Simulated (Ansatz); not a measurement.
# Na3PaF8 (I4/mmm): phonons and vibrational spectra, part 2 of 2

Wanted: phonon frequencies of Na3PaF8 (I4/mmm) and what follows from them.

Ansatz 0.2.0; DFT PBEsol, scalar-relativistic, plane waves, PAW.

So far. Step 3 (Tight relaxation): The largest force component left is 0.19 meV/Å. The volume is held at 13.79 Å³/atom, so a pressure of -0.96 GPa remains at this level. Step 4 (Modes at Γ): Before it was imposed, the acoustic sum rule was missed by 2.0e-4 eV/Å² and the charge sum rule by 3.1e-5 e. Small misses are needed for a sound result but don't prove that mesh and cutoff are converged. The lowest optical mode is real, 34.0 cm⁻¹.

## 5. Phonons on a q mesh

Stability and thermal properties need the whole zone. Linear response on a 4×4×4 q mesh gives force constants as far as a supercell of that size would, and the tensors from the zone-centre run are typed in so that the long-range dipole term is interpolated apart.

File input.yaml:

```yaml
crystal:
  lattice:
    - [-2.7483564861, 2.7483564861, 5.4775923823]
    - [2.7483564861, -2.7483564861, 5.4775923823]
    - [2.7483564861, 2.7483564861, -5.4775923823]
  atoms:
    - { symbol: Na, position: [0.75, 0.25, 0.5] }
    - { symbol: Na, position: [0.25, 0.75, 0.5] }
    - { symbol: Na, position: [0.5, 0.5, 0.0] }
    - { symbol: Pa, position: [0.0, 0.0, 0.0] }
    - { symbol: F, position: [0.3477599969, 0.3477599969, 0.4630252162] }
    - { symbol: F, position: [0.3477599969, 0.8847347807, 0.0] }
    - { symbol: F, position: [0.8847347807, 0.8847347807, 0.5369747838] }
    - { symbol: F, position: [0.8847347807, 0.3477599969, 0.0] }
    - { symbol: F, position: [0.6522400031, 0.1152652193, 0.0] }
    - { symbol: F, position: [0.6522400031, 0.6522400031, 0.5369747838] }
    - { symbol: F, position: [0.1152652193, 0.6522400031, 0.0] }
    - { symbol: F, position: [0.1152652193, 0.1152652193, 0.4630252162] }
kpoints:
  mp_grid: { grid: [8, 8, 8] }
hamiltonian:
  xc: pbesol
scf:
  occupations: { method: fixed }
output:
  eigenvalues: true
phonons:
  method: dfpt
  qmesh: [4, 4, 4]
  temperatures: { t_max: 400, t_step: 50 }
  qpath:
    path:
      - [[0.0, 0.0, 0.0], [0.0, 0.0, 0.5], [-0.1258742, 0.1258742, 0.5], [-0.3129371, 0.3129371, 0.3129371], [0.0, 0.0, 0.0], [0.5, 0.5, -0.5], [0.3129371, 0.6870629, -0.3129371], [0.0, 0.5, 0.0], [0.25, 0.25, 0.25], [0.5, 0.5, -0.1258742], [0.5, 0.5, -0.5]]
      - [[0.0, 0.0, 0.5], [0.25, 0.25, 0.25]]
    npoints: 10
  non_analytic_term:
    high_frequency_dielectric_tensor: [[2.2595, 0.0, 0.0], [0.0, 2.2595, 0.0], [0.0, 0.0, 2.2243]]
    born_effective_charges:
      - { species: Na, tensor: [[1.0502, 0.0, 0.0], [0.0, 1.0502, 0.0], [0.0, 0.0, 1.3576]] }
      - { species: Na, tensor: [[1.0502, 0.0, 0.0], [0.0, 1.0502, 0.0], [0.0, 0.0, 1.3576]] }
      - { species: Na, tensor: [[1.3289, 0.0, 0.0], [0.0, 1.3289, 0.0], [0.0, 0.0, 0.7521]] }
      - { species: Pa, tensor: [[5.2208, 0.0, 0.0], [0.0, 5.2208, 0.0], [0.0, 0.0, 4.9069]] }
      - { species: F, tensor: [[-1.0813, -0.3873, -0.4304], [-0.3873, -1.0813, -0.4304], [-0.3733, -0.3733, -1.0468]] }
      - { species: F, tensor: [[-1.0813, 0.3873, 0.4304], [0.3873, -1.0813, -0.4304], [0.3733, -0.3733, -1.0468]] }
      - { species: F, tensor: [[-1.0813, -0.3873, 0.4304], [-0.3873, -1.0813, 0.4304], [0.3733, 0.3733, -1.0468]] }
      - { species: F, tensor: [[-1.0813, 0.3873, -0.4304], [0.3873, -1.0813, 0.4304], [-0.3733, 0.3733, -1.0468]] }
      - { species: F, tensor: [[-1.0813, 0.3873, 0.4304], [0.3873, -1.0813, -0.4304], [0.3733, -0.3733, -1.0468]] }
      - { species: F, tensor: [[-1.0813, -0.3873, -0.4304], [-0.3873, -1.0813, -0.4304], [-0.3733, -0.3733, -1.0468]] }
      - { species: F, tensor: [[-1.0813, 0.3873, -0.4304], [0.3873, -1.0813, 0.4304], [-0.3733, 0.3733, -1.0468]] }
      - { species: F, tensor: [[-1.0813, -0.3873, 0.4304], [-0.3873, -1.0813, 0.4304], [0.3733, 0.3733, -1.0468]] }
    source: "zone-centre run at this cell"
```

On the command line:

```sh
ansatz run input.yaml --threads 16 --pin off --max-ram 61440MiB --backend cuda --events-out ev --progress --plain --runs-dir out
```

Elapsed: 50 s, on 1 × NVIDIA GB200 with 16 threads of Arm Neoverse V2, shared host; peak memory 4.4 GiB; 2.6 min of CPU time.

Numbers from this step:

* sum-rule residual before enforcement: 7.34e-5 eV/Å²
* lowest frequency on the path: 0 cm⁻¹
* highest frequency on the path or at a solved wavevector: 528.0 cm⁻¹
* mean frequency: 227 cm⁻¹
* Debye temperature (second moment): 479 K
* logarithmic mean frequency: 190.9 cm⁻¹
* lowest mode on the q mesh (acoustic modes at Γ apart): 24.97 cm⁻¹
* zero-point energy per atom: 42.21 meV
* heat capacity at 300 K: 22.18 J/(mol atoms K)
* vibrational entropy at 300 K: 28.63 J/(mol atoms K)

Frequencies (cm⁻¹) solved at each irreducible wavevector; negative means imaginary. Frequencies by wavevector, by row:

```
q in reciprocal lattice units  star  mode 1  mode 2  mode 3  mode 4  mode 34  mode 35  mode 36
                        0 0 0     1       0       0       0      34    386.2    418.4    527.3
                     0 0 0.25     4    35.4      52    64.6    66.5    397.8    472.6    523.3
                     0 0 -0.5     2    52.9      73    76.8    81.9    413.3      432    518.8
                     0 0.25 0     8    26.9    38.2    48.1    60.9    412.9    485.2    525.5
                  0 0.25 0.25    16    56.8    62.9      77    80.6    416.3    457.6    521.2
                     0 -0.5 0     4    40.5    59.6    60.1    84.5    415.9    476.9    523.7
                  0 -0.5 0.25     8    55.8      56    71.4    80.2    415.1    468.8    523.5
               0.25 0.25 0.25     2    62.1    74.6    74.6    83.7      418    419.2    518.8
              0.25 0.25 -0.25     2      25      25    38.9    60.5    407.2    499.9    527.6
               0.25 -0.5 -0.5     8      39    54.9    61.8      75    439.7    480.4    525.9
              0.25 -0.25 0.25     4    40.9    49.6    54.5    84.2    433.4    473.4    523.7
              0.25 -0.25 -0.5     4    60.8      67    69.2    80.3    435.9    460.2    523.7
               -0.5 -0.5 -0.5     1    31.7    38.1    38.1      66    417.8    499.8      528
```

Interpolated from a 4×4×4 q mesh, with the LO-TO term (at Γ the limit along the path; where Γ stands inside the path, tables give the limit on arrival). Phonon branches along the path, in cm⁻¹:

```
    point  branch 1  branch 2  branch 3  branch 4  branch 33  branch 34  branch 35  branch 36
        Γ         0         0         0        34        386        418        489        527
  halfway        35        52        65        66        389        398        473        523
        X        53        73        77        82        394        413        432        519
  halfway        54        74        76        82        407        420        431        519
        Y        57        72        74        82        425        429        429        520
  halfway        58        61        72        77        409        448        452        523
        S        43        52        67        78        397        457        462        524
  halfway        30        34        44        70        402        403        483        525
        Γ         0         0         0        34        386        418        489        527
  halfway        25        25        39        60        407        407        500        528
        Z        32        38        38        66        418        418        500        528
  halfway        41        49        56        67        412        436        487        527
       S1        43        52        67        78        397        457        462        524
  halfway        42        56        62        83        388        436        473        524
        N        40        60        60        84        398        416        477        524
  halfway        61        62        81        81        389        412        458        521
        P        62        75        75        84        418        418        419        519
  halfway        58        74        75        83        399        426        428        519
       Y1        57        72        74        82        425        429        429        520
  halfway        54        61        67        70        423        433        476        525
        Z        32        38        38        66        418        418        500        528
jump to X        53        73        77        82        394        413        432        519
  halfway        58        74        76        83        403        417        428        519
        P        62        75        75        84        418        418        419        519
```

Tetrahedra on a 16×16×16 mesh, mean over bins of 5 cm-1. Interpolated from a 4×4×4 q mesh. Table of phonon density of states by wavenumber; read off at these points:

```
wavenumber (cm⁻¹)  phonon density of states (1/cm⁻¹/cell)
                2                                  9.0e-5
               18                                 0.00473
               32                                  0.0209
               48                                  0.0629
               58                                   0.104
               72                                   0.100
               88                                  0.0796
               98                                   0.149
              102                                   0.123
              118                                  0.0476
              132                                   0.043
              142                                   0.367
              158                                   0.168
              162                                   0.227
              172                                  0.0217
              188                                  0.0248
              202                                  0.0377
              218                                  0.0697
              228                                   0.131
              232                                   0.151
              242                                   0.112
              258                                  0.0554
              272                                  0.0572
              288                                   0.155
              302                                  0.0873
              312                                  0.0751
              328                                  0.0645
              342                                  0.0440
              358                                  0.0713
              372                                  0.0556
              388                                  0.0489
              398                                  0.0505
              412                                  0.0557
              428                                  0.0204
              442                                  0.0149
              458                                  0.0135
              472                                  0.0290
              482                                  0.0209
              498                                 0.00552
              512                                       0
              528                                  0.0525
```

The partial phonon density of states has structure finer than the step of the table below, so its rows give means over 20 cm⁻¹, whole bins alone (the curve runs from -10 to 554 cm⁻¹). Peaks (cm⁻¹: height): F 99.9: 0.101, 146.0: 0.0506, 234.7: 0.118, 287.9: 0.142, 358.8: 0.0666, 521.9: 0.0810; Na 146.0: 0.26; Pa 60.9: 0.0421, 75.1: 0.0444, 238.2: 0.0152.

Phonopy on the run's constants, 11x11x15 mesh, Gaussian sigma 4.0 cm-1. Interpolated from a 4×4×4 q mesh. The partial phonon density of states by wavenumber; means over each step; values in 1/cm⁻¹/cell:

```
wavenumber (cm⁻¹)        F       Na       Pa
                0   1.4e-4   6.1e-5   2.1e-4
               20  0.00279  0.00104  0.00414
               40   0.0208  0.00361   0.0210
               60   0.0462  0.00561   0.0375
               80   0.0674  0.00917   0.0312
              100   0.0867   0.0209  0.00261
              120   0.0298   0.0194   8.6e-4
              140   0.0346    0.161  0.00257
              160   0.0264    0.159  0.00115
              180  0.00394   0.0243   9.9e-4
              200   0.0128   0.0193  0.00145
              220   0.0776  0.00504  0.00494
              240   0.0973  0.00661   0.0124
              260   0.0636  0.00497  0.00501
              280    0.108  0.00196  0.00126
              300    0.106   6.6e-4   1.3e-4
              320   0.0799  0.00108   1.4e-4
              340   0.0453   5.5e-4   4.3e-4
              360   0.0628   7.7e-4  0.00155
              380   0.0532  0.00117  0.00387
              400   0.0426  0.00126  0.00451
              420   0.0321  0.00116  0.00361
              440   0.0142   5.0e-4  0.00195
              460   0.0146   4.9e-4  0.00243
              480   0.0182   6.5e-4  0.00334
              500  0.00358   1.2e-4   6.4e-4
              520   0.0447   2.0e-4   6.5e-7
              540  0.00494   2.2e-5        0
```

Harmonic thermodynamic functions per atom, from the density of states. Interpolated from a 4×4×4 q mesh. Thermodynamic functions, by row:

```
T (K)  F_vib (meV/atom)  S (J/mol-atom/K)  C_V (J/mol-atom/K)
    0             42.21                 0                   0
   50             41.74             2.875               5.443
  100             38.72             8.908               12.39
  200             23.43             20.12               19.57
  300             -2.04             28.63               22.18
  400            -35.24             35.18               23.29
```

Harmonic mean-square displacement, third of the trace. Interpolated from a 4×4×4 q mesh. Mean square displacements, by row:

```
T (K)  Na1 U_eq (Å²)  Na2 U_eq (Å²)  Na3 U_eq (Å²)  Pa4 U_eq (Å²)  F5 U_eq (Å²)  F6 U_eq (Å²)  F7 U_eq (Å²)  F8 U_eq (Å²)  F9 U_eq (Å²)  F10 U_eq (Å²)  F11 U_eq (Å²)  F12 U_eq (Å²)
    0        0.00513        0.00513        0.00527        9.50e-4       0.00494       0.00494       0.00494       0.00494       0.00494        0.00494        0.00494        0.00494
  100        0.00766        0.00766        0.00797        0.00281       0.00847       0.00847       0.00847       0.00847       0.00847        0.00847        0.00847        0.00847
  300        0.01869        0.01869        0.01961        0.00801       0.02089       0.02089       0.02089       0.02089       0.02089        0.02089        0.02089        0.02089
  600        0.03652        0.03652        0.03834        0.01593       0.04075       0.04075       0.04075       0.04075       0.04075        0.04075        0.04075        0.04075
```

Symmetry leaves 13 wavevectors to solve. The lowest mode among them, the acoustic zeros apart, lies at q = (0.25, 0.25, -0.25) and is real, 25.0 cm⁻¹.

## 6. Outcome

- space group after relaxation (within 0.01 Å): I4/mmm
- volume per atom: 13.8 Å³
- gap on the k-mesh: 4.43 eV
- highest optical mode at the zone centre (no LO-TO term): 527 cm⁻¹
- top of the zone-centre spectrum with the field: 527 cm⁻¹
- lowest optical zone-centre mode: 34.0 cm⁻¹
- mean high-frequency dielectric constant: 2.25
- mean static dielectric constant: 7.27
- largest Born charge (third of the trace): 5.12 e
- lowest mode on the q mesh (acoustic modes at Γ apart): 25.0 cm⁻¹
- highest frequency on the path or at a solved wavevector: 528 cm⁻¹
- zero-point energy per atom: 42.2 meV
- heat capacity at 300 K: 22.2 J/(mol atoms K)
- vibrational entropy at 300 K: 28.6 J/(mol atoms K)
- Debye temperature (second moment): 479 K
- imaginary modes on the 4×4×4 q mesh: none

**Reading.** The structure is a minimum as far as tested: no mode is imaginary at the 13 irreducible wavevectors of the 4×4×4 mesh, and the softest away from the acoustic zeros lies at 25 cm⁻¹. Without the field, the optical modes at Γ span 34 to 527 cm⁻¹. The macroscopic field leaves the top of the zone-centre spectrum where it is. Lattice motion raises the mean dielectric constant from 2.248 to 7.266. The strongest infrared line is at 386 cm⁻¹. The volume was held at that of the database entry and not relaxed, so the modes belong to a cell under -0.96 GPa at this level. The program warns that the interpolation holds no quadrupole term, so branches close to Γ can be off in this crystal. Spin-orbit coupling is left out, which can matter for the heavy elements here. These are harmonic frequencies at zero temperature: anharmonic shifts, linewidths and thermal expansion are left out.

[Logs are printed without paths, hosts, clocks, repeated set-up lines and the standing remarks that a program may print on its own settings, such as how far it seeks lower states.]

[Hosts, paths, dates, database ids (printed as entryN), source tags and the programs' standing remarks are cut or masked in the printed files.]
